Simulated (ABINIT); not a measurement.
# Quasiparticle gap of La2O3 (P-3m1) in ABINIT

Wanted: ground state, empty states, screening and self-energy for La2O3 (P-3m1).

Program: ABINIT 10.8.3. Level of theory: PBE and many-body steps on it, plane waves. Values are calculated unless marked as measured.

## (1) Set-up

It takes space group P-3m1 (No. 164, trigonal). Conventional cell: a = 3.931 Å, b = 3.931 Å, c = 6.112 Å, α = 90.00°, β = 90.00°, γ = 120.00°. Nearest to La lie 7 O at 2.36 to 2.72 Å. O has 4 La at 2.36 to 2.44 Å nearest. O has 6 La at 2.72 Å nearest. Farther neighbours, and contacts between anions beyond the nearest, are not listed.

The cell and positions are those that the Materials Project relaxed with its own functionals (PBE, PBE+U or r2SCAN), kept fixed.

## (2) Ground state

This step: ABINIT 10.8.3; DFT, PBE, plane waves, norm-conserving pseudopotentials.

The ground-state density comes first.

File run.abi:

```
acell 3*1.0 Angstrom
rprim 
  3.930777878010 -0.000000000002 0.000000000000
  -1.965388939003 3.404153498992 0.000000000000
  0.000000000000 0.000000000000 6.111953520000
ntypat 2
znucl 57 8
natom 5
typat 1 1 2 2 2
xred 
  0.666666666667 0.333333333333 0.753764320000
  0.333333333333 0.666666666667 0.246235680000
  0.666666666667 0.333333333333 0.354109350000
  0.333333333333 0.666666666667 0.645890650000
  -0.000000000000 -0.000000000000 0.000000000000
pp_dirpath "pseudos"
pseudos "La.upf, O.upf"
ecut 50
ngkpt 6 6 4
nshiftk 1
shiftk 0 0 0
kptopt 1
chksymbreak 0
nband 26
occopt 1
tolvrs 1e-10
nstep 60
prtwf 0
optforces 0
optstress 0
indata_prefix "in"
outdata_prefix "out"
tmpdata_prefix "tmp"
```

Command:

```sh
$ OMP_NUM_THREADS=1 mpirun -n 4 abinit run.abi > log
```

The log of the run:

```text
.Version 10.8.3 of ABINIT. v10.8.2 released Aug 2026.

 Symmetries : space group P-3 m 1 (#164); Bravais hP (primitive hexag.)
================================================================================
 Values of the parameters that define the memory need of the present run
     intxc =       0    ionmov =       0      iscf =       7    lmnmax =       8
     lnmax =       8     mgfft =      75  mpssoang =       4    mqgrid =    3677
     natom =       5  nloc_mem =       1    nspden =       1   nspinor =       1
    nsppol =       1      nsym =      12    n1xccc =    2501    ntypat =       2
    occopt =       1   xclevel =       2
-    mband =          26        mffmem =           1         mkmem =           6
       mpw =        9351          nfft =      172800          nkpt =          24
================================================================================
  Rough estimation (10% accuracy) of disk space for files :
================================================================================

--------------------------------------------------------------------------------
------------- Echo of variables that govern the present computation ------------
--------------------------------------------------------------------------------
 -outvars: echo values of preprocessed input variables --------
            acell      1.8897261259E+00  1.8897261259E+00  1.8897261259E+00 Bohr

      chksymbreak           0
             ecut      5.00000000E+01 Hartree
-          fftalg         312

              ixc     -101130
              kpt      0.00000000E+00  0.00000000E+00  0.00000000E+00
                       1.66666667E-01  0.00000000E+00  0.00000000E+00
                       3.33333333E-01  0.00000000E+00  0.00000000E+00
                       5.00000000E-01  0.00000000E+00  0.00000000E+00
                       1.66666667E-01  1.66666667E-01  0.00000000E+00
                       3.33333333E-01  1.66666667E-01  0.00000000E+00
                       3.33333333E-01  3.33333333E-01  0.00000000E+00
                       0.00000000E+00  0.00000000E+00  2.50000000E-01
                       1.66666667E-01  0.00000000E+00  2.50000000E-01
   [... 13 further rows ...]
                       3.33333333E-01  1.66666667E-01  5.00000000E-01
                       3.33333333E-01  3.33333333E-01  5.00000000E-01
         kptrlatt        6    0    0      0    6    0      0    0    4
          kptrlen      4.45685619E+01
P           mkmem           6
            natom           5
            nband          26
            ngfft          48      48      75
             nkpt          24
            nstep          60
             nsym          12
           ntypat           2
              occ      2.000000  2.000000  2.000000  2.000000  2.000000  2.000000
                       2.000000  2.000000  2.000000  2.000000  2.000000  2.000000
                       2.000000  2.000000  2.000000  2.000000  2.000000  2.000000
                       2.000000  2.000000  0.000000  0.000000  0.000000  0.000000
                       0.000000  0.000000
        optforces           0
        optstress           0
            prtwf           0
            rprim      3.9307778780E+00 -2.0000000000E-12  0.0000000000E+00
[...]
spgroup         164

           tolvrs      1.00000000E-10

             xred      6.6666666667E-01  3.3333333333E-01  7.5376432000E-01
[...]
znucl       57.00000    8.00000

================================================================================

 chkinp: Checking input parameters for consistency.

================================================================================
== DATASET  1 ==================================================================
-   mpi_nproc: 4, omp_nthreads: 1 (-1 if OMP is not activated)

--- !DatasetInfo
iteration_state: {dtset: 1, }
dimensions: {natom: 5, nkpt: 24, mband: 26, nsppol: 1, nspinor: 1, nspden: 1, mpw: 9351, }
cutoff_energies: {ecut:  50.0, pawecutdg:  -1.0, }
electrons: {nelect:   4.00000000E+01, charge:   0.00000000E+00, occopt:   1.00000000E+00, tsmear:   1.00000000E-02, }

 Real(R)+Recip(G) space primitive vectors, cartesian coordinates (Bohr,Bohr^-1):
 R(1)=  7.4280937  0.0000000  0.0000000  G(1)=  0.1346240  0.0777252  0.0000000
 R(2)= -3.7140468  6.4329178  0.0000000  G(2)=  0.0000000  0.1554505  0.0000000
 R(3)=  0.0000000  0.0000000 11.5499182  G(3)=  0.0000000  0.0000000  0.0865807
 Unit cell volume ucvol=  5.5190494E+02 bohr^3
 Angles (23,13,12)=  9.00000000E+01  9.00000000E+01  1.20000000E+02 degrees

 getcut: wavevector=  0.0000  0.0000  0.0000  ngfft=  48  48  75
         ecut(hartree)=     50.000   => boxcut(ratio)=   2.01281

--- Pseudopotential description ------------------------------------------------
- La Generated using ONCVPSP code by D. R. Hamann
- 57.00000  11.00000  171031                  znucl, zion, pspdat
12 -101130 3 -1 1812                          pspcod,pspxc,lmax,lloc,mmax
     nproj     2     2     2     2
  pspatm : epsatm=   29.83565565
         --- l  ekb(1:nproj) -->
[...]
pspatm: atomic psp has been read  and splines computed

- O Generated using ONCVPSP code by D. R. Hamann
-  8.00000   6.00000  171031                  znucl, zion, pspdat
12 -101130 2 -1 936                           pspcod,pspxc,lmax,lloc,mmax
     nproj     2     2     1     0
  pspatm : epsatm=    6.19545534
         --- l  ekb(1:nproj) -->
[...]
2   -1.331955
 pspatm: atomic psp has been read  and splines computed

   3.13030709E+03                                ecore*ucvol(ha*bohr**3)
--------------------------------------------------------------------------------

_setup2: Arith. and geom. avg. npw (full set) are    9319.521    9319.510

================================================================================

--- !BeginCycle
iteration_state: {dtset: 1, }
solver: {iscf: 7, nstep: 60, nline: 4, wfoptalg: 0, }
tolerances: {tolvrs: 1.00E-10, }

     iter   Etot(hartree)      deltaE(h)  residm     vres2
 ETOT  1  -119.61477989145    -1.196E+02 9.009E-02 2.892E+03
 ETOT  2  -118.82542689691     7.894E-01 9.612E-02 7.118E+03
 ETOT  3  -120.19126445943    -1.366E+00 1.825E-02 2.306E+01
 ETOT  4  -120.20599440121    -1.473E-02 2.489E-02 3.880E+01
 ETOT  5  -120.20852693606    -2.533E-03 6.975E-03 2.158E+01
 ETOT  6  -120.21082320072    -2.296E-03 1.136E-02 9.390E+00
 ETOT  7  -120.21173230661    -9.091E-04 6.563E-03 2.152E+00
 ETOT  8  -120.21205679069    -3.245E-04 5.405E-03 7.840E-02
 ETOT  9  -120.21208452976    -2.774E-05 7.846E-03 7.666E-03
 ETOT 10  -120.21208739254    -2.863E-06 5.100E-03 2.528E-02
[...]
ETOT 30  -120.21209313541    -2.132E-12 3.465E-04 1.353E-08
 ETOT 31  -120.21209313541    -1.194E-12 2.532E-04 3.670E-09
 ETOT 32  -120.21209313542    -2.615E-12 3.326E-04 3.416E-10
 ETOT 33  -120.21209313541     2.743E-12 2.405E-04 1.956E-10
 ETOT 34  -120.21209313541     8.100E-13 3.146E-04 8.090E-11

 At SCF step   34       vres2   =  8.09E-11 < tolvrs=  1.00E-10 =>converged.

--- !ResultsGS
iteration_state: {dtset: 1, }
comment   : Summary of ground state results
lattice_vectors:
- [  7.4280937,  -0.0000000,   0.0000000, ]
- [ -3.7140468,   6.4329178,   0.0000000, ]
- [  0.0000000,   0.0000000,  11.5499182, ]
lattice_lengths: [   7.42809,    7.42809,   11.54992, ]
lattice_angles: [ 90.000,  90.000, 120.000, ] # degrees, (23, 13, 12)
lattice_volume:   5.5190494E+02
convergence: {deltae:  8.100E-13, res2:  8.090E-11, residm:  3.146E-04, diffor:  0.000E+00, }
etotal    :  -1.20212093E+02
entropy   :   0.00000000E+00
fermie    :   2.20796697E-01
cartesian_stress_tensor: null
pressure_GPa: null
xred      :
- [  6.6667E-01,   3.3333E-01,   7.5376E-01, La]
- [  3.3333E-01,   6.6667E-01,   2.4624E-01, La]
- [  6.6667E-01,   3.3333E-01,   3.5411E-01,  O]
- [  3.3333E-01,   6.6667E-01,   6.4589E-01,  O]
- [  2.0354E-16,   1.1102E-16,   2.2204E-16,  O]
cartesian_forces: null
force_length_stats: {min: null, max: null, mean: null, }

 Integrated electronic density in atomic spheres:
 ------------------------------------------------
 Atom  Sphere_radius  Integrated_density
[...]
================================================================================

 ----iterations are completed or convergence reached----

 Mean square residual over all n,k,spin=   61.303E-07; max=  31.464E-05
 reduced coordinates (array xred) for    5 atoms
       0.666667      0.333333      0.753764
       0.333333      0.666667      0.246236
       0.666667      0.333333      0.354109
       0.333333      0.666667      0.645891
       0.000000      0.000000      0.000000
 rms dE/dt=  0.0000E+00; max dE/dt=  0.0000E+00; dE/dt below (all hartree)
    1       0.000000      0.000000      0.000000
    2       0.000000      0.000000      0.000000
    3       0.000000      0.000000      0.000000
    4       0.000000      0.000000      0.000000
    5       0.000000      0.000000      0.000000

 cartesian coordinates (angstrom) at end:
    1      1.965389     1.134718     4.606972
    2      1.33e-12     2.269436     1.504981
    3      1.965389     1.134718     2.164300
    4      1.33e-12     2.269436     3.947654
    5      0.000000     0.000000     0.000000
 length scales=  1.889726  1.889726  1.889726 bohr
              =  1.000000  1.000000  1.000000 angstroms
 prteigrs : about to open file out_EIG
 Fermi (or HOMO) energy (hartree) =   0.22080   Average Vxc (hartree)=  -0.39552
 Eigenvalues (hartree) for nkpt=  24  k points:
 kpt#   1, nband= 26, wtk=  0.00694, kpt=  0.0000  0.0000  0.0000 (reduced coord)
  -0.87491   -0.86597   -0.40039   -0.35391   -0.33776   -0.26738   -0.26738   -0.25881
  -0.25881   -0.25492   -0.22700    0.13349    0.13349    0.14013    0.14013    0.14451
   0.16010    0.20684    0.20684    0.21641    0.37856    0.38890    0.38890    0.41038
   0.41732    0.42309
 prteigrs : prtvol=0 or 1, do not print more k-points.

--- !EnergyTerms
iteration_state     : {dtset: 1, }
comment             : Components of total free energy in Hartree
kinetic             :  5.054703E+01
hartree             :  1.952078E+01
xc                  : -2.948119E+01
Ewald energy        : -9.791645E+01
psp_core            :  5.671823E+00
local_psp           : -6.812497E+01
non_local_psp       : -4.291168E-01
total_energy        : -1.202121E+02
total_energy_eV     : -3.271138E+03
band_energy         : -5.667794E+00

== END DATASET(S) ==============================================================
================================================================================

 -outvars: echo values of variables after computation  --------
           etotal     -1.2021209314E+02
            nband          26
             nkpt          24
          spgroup         164
 [... the other variables as echoed above ...]

 Calculation completed.
```

Wall time 2.9 min (4 MPI ranks of Arm Neoverse V1, shared host); peak memory 0.48 GiB; 12 min of CPU time.

Read from the output:

- total energy: -3271.1377 eV
- gap: 3.849 eV
- k of the valence top: 0.5, 0, 0.5
- k of the conduction bottom: 0.5, 0, 0
- least direct gap: 3.982 eV

The gap is indirect, with the least direct gap 0.13 eV higher.

## (3) Empty states on the mesh, 3×3×2 mesh, 129 bands

The sums over transitions need many empty states on a uniform mesh; this step solves for them.

run.abi: that of step 2 with these lines changed.

```diff
@@ -18,3 +18,3 @@
 ecut 50
-ngkpt 6 6 4
+ngkpt 3 3 2
 nshiftk 1
@@ -23,9 +23,10 @@
 chksymbreak 0
-nband 26
-occopt 1
-tolvrs 1e-10
+iscf -2
+irdden 1
+istwfk *1
+nband 129
+nbdbuf 10
+tolwfr 1e-09
 nstep 60
-prtwf 0
-optforces 0
-optstress 0
+prtvol 0
 indata_prefix "in"
```

The log of the run:

```text
.Version 10.8.3 of ABINIT. v10.8.2 released Aug 2026.

 Symmetries : space group P-3 m 1 (#164); Bravais hP (primitive hexag.)
[... echo of the input left out ...]
== DATASET  1 ==================================================================
-   mpi_nproc: 4, omp_nthreads: 1 (-1 if OMP is not activated)

--- !DatasetInfo
iteration_state: {dtset: 1, }
dimensions: {natom: 5, nkpt: 6, mband: 129, nsppol: 1, nspinor: 1, nspden: 1, mpw: 9367, }
cutoff_energies: {ecut:  50.0, pawecutdg:  -1.0, }
electrons: {nelect:   4.00000000E+01, charge:   0.00000000E+00, occopt:   1.00000000E+00, tsmear:   1.00000000E-02, }

 Real(R)+Recip(G) space primitive vectors, cartesian coordinates (Bohr,Bohr^-1):
 R(1)=  7.4280937  0.0000000  0.0000000  G(1)=  0.1346240  0.0777252  0.0000000
 R(2)= -3.7140468  6.4329178  0.0000000  G(2)=  0.0000000  0.1554505  0.0000000
 R(3)=  0.0000000  0.0000000 11.5499182  G(3)=  0.0000000  0.0000000  0.0865807
 Unit cell volume ucvol=  5.5190494E+02 bohr^3
 Angles (23,13,12)=  9.00000000E+01  9.00000000E+01  1.20000000E+02 degrees

 getcut: wavevector=  0.0000  0.0000  0.0000  ngfft=  48  48  75
         ecut(hartree)=     50.000   => boxcut(ratio)=   2.01281

--- Pseudopotential description ------------------------------------------------
- La Generated using ONCVPSP code by D. R. Hamann
- 57.00000  11.00000  171031                  znucl, zion, pspdat
12 -101130 3 -1 1812                          pspcod,pspxc,lmax,lloc,mmax
     nproj     2     2     2     2
  pspatm : epsatm=   29.83565565
         --- l  ekb(1:nproj) -->
             0    6.631488    0.621657
             1    6.300998    1.146612
             2    3.569192    0.839626
[...]
pspatm: atomic psp has been read  and splines computed

- O Generated using ONCVPSP code by D. R. Hamann
-  8.00000   6.00000  171031                  znucl, zion, pspdat
12 -101130 2 -1 936                           pspcod,pspxc,lmax,lloc,mmax
     nproj     2     2     1     0
  pspatm : epsatm=    6.19545534
         --- l  ekb(1:nproj) -->
[...]
2   -1.331955
 pspatm: atomic psp has been read  and splines computed

--------------------------------------------------------------------------------

================================================================================
 prteigrs : about to open file out_EIG
 Non-SCF case, kpt    1 (  0.00000  0.00000  0.00000), residuals and eigenvalues=
  7.75E-10  6.69E-10  2.74E-10  2.25E-10  2.42E-10  3.85E-10  6.42E-10  3.55E-10
  6.32E-10  6.80E-10  8.81E-10  2.15E-10  3.12E-10  5.47E-10  8.43E-10  5.50E-10
  4.55E-10  1.76E-10  3.43E-10  6.19E-10  2.78E-10  3.26E-10  3.47E-10  2.54E-10
[...]
4.19E-04
 -8.7491E-01 -8.6597E-01 -4.0039E-01 -3.5391E-01 -3.3776E-01 -2.6738E-01
 -2.6738E-01 -2.5881E-01 -2.5881E-01 -2.5492E-01 -2.2700E-01  1.3349E-01
  1.3349E-01  1.4013E-01  1.4013E-01  1.4451E-01  1.6010E-01  2.0684E-01
[...]
2.0132E+00  2.0580E+00  2.1532E+00  2.1532E+00  2.1782E+00  2.2018E+00
  2.2018E+00  2.2384E+00  2.2584E+00  2.2584E+00  2.2614E+00  2.2708E+00
[...]
prteigrs : prtvol=0 or 1, do not print more k-points.

--- !ResultsGS
iteration_state: {dtset: 1, }
comment   : Summary of ground state results
lattice_vectors:
- [  7.4280937,  -0.0000000,   0.0000000, ]
- [ -3.7140468,   6.4329178,   0.0000000, ]
- [  0.0000000,   0.0000000,  11.5499182, ]
lattice_lengths: [   7.42809,    7.42809,   11.54992, ]
lattice_angles: [ 90.000,  90.000, 120.000, ] # degrees, (23, 13, 12)
lattice_volume:   5.5190494E+02
convergence: {deltae:  0.000E+00, res2:  0.000E+00, residm:  9.966E-10, diffor:  0.000E+00, }
etotal    :  -1.20212093E+02
entropy   :   0.00000000E+00
fermie    :   2.20796697E-01
cartesian_stress_tensor: null
pressure_GPa: null
xred      :
- [  6.6667E-01,   3.3333E-01,   7.5376E-01, La]
- [  3.3333E-01,   6.6667E-01,   2.4624E-01, La]
- [  6.6667E-01,   3.3333E-01,   3.5411E-01,  O]
- [  3.3333E-01,   6.6667E-01,   6.4589E-01,  O]
- [  2.0354E-16,   1.1102E-16,   2.2204E-16,  O]
cartesian_forces: null
force_length_stats: {min: null, max: null, mean: null, }

 Integrated electronic density in atomic spheres:
 ------------------------------------------------
 Atom  Sphere_radius  Integrated_density
[...]
================================================================================

 ----iterations are completed or convergence reached----

 Mean square residual over all n,k,spin=   47.937E-11; max=  99.658E-11
 reduced coordinates (array xred) for    5 atoms
[...]
0.333333      0.666667      0.645891
       0.000000      0.000000      0.000000

 cartesian coordinates (angstrom) at end:
    1      1.965389     1.134718     4.606972
    2      1.33e-12     2.269436     1.504981
    3      1.965389     1.134718     2.164300
    4      1.33e-12     2.269436     3.947654
    5      0.000000     0.000000     0.000000
 length scales=  1.889726  1.889726  1.889726 bohr
              =  1.000000  1.000000  1.000000 angstroms
 prteigrs : about to open file out_EIG
 Eigenvalues (hartree) for nkpt=   6  k points:
 kpt#   1, nband=129, wtk=  0.05556, kpt=  0.0000  0.0000  0.0000 (reduced coord)
[...]
2.00508    2.00508    2.01317    2.05804    2.15324    2.15324    2.17819    2.20177
   2.20177    2.23835    2.25836    2.25836    2.26137    2.27079    2.27079    2.30500
   2.36962
 prteigrs : prtvol=0 or 1, do not print more k-points.

== END DATASET(S) ==============================================================
================================================================================

 -outvars: echo values of variables after computation  --------
            nband         129
             nkpt           6
          spgroup         164
 [... the other variables as echoed above ...]

 Calculation completed.
```

Elapsed: 84 s, on 4 MPI ranks; peak memory 0.45 GiB; 5.6 min of CPU time.

This step gave:

| Property | Result |
| --- | --- |
| gap | 3.940 eV |
| k of the valence top | 0.3333, 0, 0.5 |
| k of the conduction bottom | 0.3333, 0.3333, 0 |
| least direct gap | 3.982 eV |
| k points computed | 6 |
| lowest point of the top converged band, above the valence top | 52.1392 eV |

On this mesh the gap is 3.940 eV. The earlier step found 3.849 eV, so this mesh misses an edge.

(Part 1 of 2 ends here.)

[Long decimals in the printed logs are rounded to 6 places.]

[Logs are printed without paths, hosts, clocks, repeated set-up lines and the standing remarks that a program may print on its own settings, such as how far it seeks lower states.]

[Paths, hosts, dates, memory and timing lines, banners, echoed tables and standing remarks are left out of the program output; an Ansatz launch command may be rebuilt from the run's recorded settings. Measured values are a selection of at most five: reports struck by readers or far from the other reports are left out. None is set beside runs whose start may be inverted or whose files or cutoffs have a known fault.]

[Runs of the session that timed out or met a known fault of the program may be left out.]

[Hosts, paths, dates, database ids (printed as entryN), source tags and the programs' standing remarks are cut or masked in the printed files.]

[G0W0 gaps are taken among the corrected bands and points alone; a level outside them can change the order at an edge.]

[Where Ansatz stands beside ABINIT at settings called matched, ABINIT's density can come from a denser mesh and the files from another edition; pairs whose starting gaps differed by over 0.03 eV were left out, so agreement reads better than it is.]
